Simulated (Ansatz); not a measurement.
# TlBr3 (model cell, started as ReO3 type): the cell at rest

Wanted: the relaxed cell of TlBr3 (model cell, started as ReO3 type).

Calculated with Ansatz 0.2.0; DFT PBEsol, scalar-relativistic, plane waves, norm-conserving pseudopotentials.

Most raw output is cut from this account.

The structure was built from a prototype and need not be the compound's stable phase.

## Step 1: Starting point

The structure is cubic, space group Pm-3m (No. 221). Conventional cell: a = 5.519 Å, b = 5.519 Å, c = 5.519 Å, α = 90.00°, β = 90.00°, γ = 90.00°. Nearest to Tl lie 6 Br at 2.76 Å. Nearest to Br lie 2 Tl at 2.76 Å. Farther neighbours and most contacts between anions are not listed.

Coordinates:

```cif
data_structure
_symmetry_space_group_name_H-M 'Pm-3m'
_symmetry_Int_Tables_number 221
_cell_length_a 5.5193
_cell_length_b 5.5193
_cell_length_c 5.5193
_cell_angle_alpha 90.000
_cell_angle_beta 90.000
_cell_angle_gamma 90.000
_cell_volume 168.13
loop_
_atom_site_label
_atom_site_type_symbol
_atom_site_symmetry_multiplicity
_atom_site_Wyckoff_symbol
_atom_site_fract_x
_atom_site_fract_y
_atom_site_fract_z
_atom_site_occupancy
Tl1 Tl 1 a 0.00000 0.00000 0.00000 1
Br1 Br 3 d 0.50000 0.00000 0.00000 1
```

## Step 2: Probe on a coarse mesh

First a cheap look: the gap decides the mesh and the occupations, the pressure tells how far the cell has to move.

input.yaml reads:

```yaml
crystal:
  lattice:
    - [5.5193, 0.0, 0.0]
    - [0.0, 5.5193, 0.0]
    - [0.0, 0.0, 5.5193]
  atoms:
    - { symbol: Tl, position: [0.0, 0.0, 0.0] }
    - { symbol: Br, position: [0.5, 0.0, 0.0] }
    - { symbol: Br, position: [0.0, 0.5, 0.0] }
    - { symbol: Br, position: [0.0, 0.0, 0.5] }
kpoints:
  mp_grid: { grid: [4, 4, 4] }
hamiltonian:
  xc: pbesol
  pseudopotentials: { kind: nc }
scf:
  occupations: { method: gaussian, width: 0.1 }
output:
  forces: true
  stress: true
  eigenvalues: true
```

Launch:

```
$ ansatz run input.yaml --threads 4 --pin off --max-ram 7168MiB --backend cpu --events-out ev --progress --plain --runs-dir out
```

The job ended after 1.6 s (4 threads of AMD EPYC 7R13 (Zen 3), shared host; peak memory 0.62 GiB).

This step gave:

* pressure: 0.02579 GPa
* volume per atom: 42.03 Å³
* gap on the k-mesh: 0 eV

The coarse mesh shows no gap and a pressure of 0.0 GPa.

## Step 3: Bringing the structure to rest

Harmonic phonons are second derivatives at a point where the forces vanish, and they are wanted at zero stress, so atoms and cell are relaxed first.

input.yaml: that of step 2 with these lines changed.

```diff
@@ -11,3 +11,3 @@
 kpoints:
-  mp_grid: { grid: [4, 4, 4] }
+  mp_grid: { grid: [8, 8, 8] }
 hamiltonian:
@@ -21 +21,6 @@
   eigenvalues: true
+relax:
+  adjacent_minimum: "off"
+  f_tol: 0.005
+  max_steps: 80
+  cell: { stress_tol: 0.05 }
```

Run time: 9.7 s. Hardware: 4 threads; peak memory 0.79 GiB; 37 s of CPU time.

Little changed from the start: no atom moved by 0.005 Å and no cell edge by 0.1 %.

This step gave:

```yaml
pressure: 0.005504 GPa
```

In this step the volume went from 42.03 to 42.03 Å³/atom.

## Step 4: Relaxing to small forces for the phonons

Phonons need a cell at rest on their own settings, so the relaxation is repeated with tight tolerances on forces and stress on the k mesh and occupations of the first response run.

input.yaml, the sections that differ from step 3:

```yaml
scf:
  occupations: { method: methfessel_paxton, width: 0.2 }
relax:
  adjacent_minimum: "off"
  f_tol: 0.001
  max_steps: 60
  cell: { stress_tol: 0.01 }
# crystal, kpoints, hamiltonian, output: as in step 3
```

Wall time 14 s (4 threads); peak memory 0.8 GiB; 54 s of CPU time.

Little changed from the start: no atom moved by 0.005 Å and no cell edge by 0.1 %.

Numbers from this step:

```yaml
pressure: -0.001765 GPa
volume_per_atom: 42.01 Å³
```

The forces vanish by symmetry and the pressure is -0.002 GPa, within the tolerances set. The cell now holds 42.01 Å³/atom.

## Step 5: What came out

```json
{
 "space group after relaxation (within 0.01 Å)": "Pm-3m",
 "lattice constant a": "5.518 Å",
 "lattice constant b": "5.518 Å",
 "lattice constant c": "5.518 Å",
 "volume per atom": "42.0 Å³"
}
```

**Reading.** The forces vanish by symmetry and the pressure is -0.002 GPa, within the tolerances set. The cell now holds 42.01 Å³/atom. The relaxation keeps the symmetry of its start, so it says nothing on stability against lower symmetry. Spin-orbit coupling is left out, which can matter for the heavy elements here. The starting cell was built on a prototype and not taken from a measurement, so the phase need not exist.

[Logs are printed without paths, hosts, clocks, repeated set-up lines and the standing remarks that a program may print on its own settings, such as how far it seeks lower states.]

[Hosts, paths, dates, database ids (printed as entryN), source tags and the programs' standing remarks are cut or masked in the printed files.]
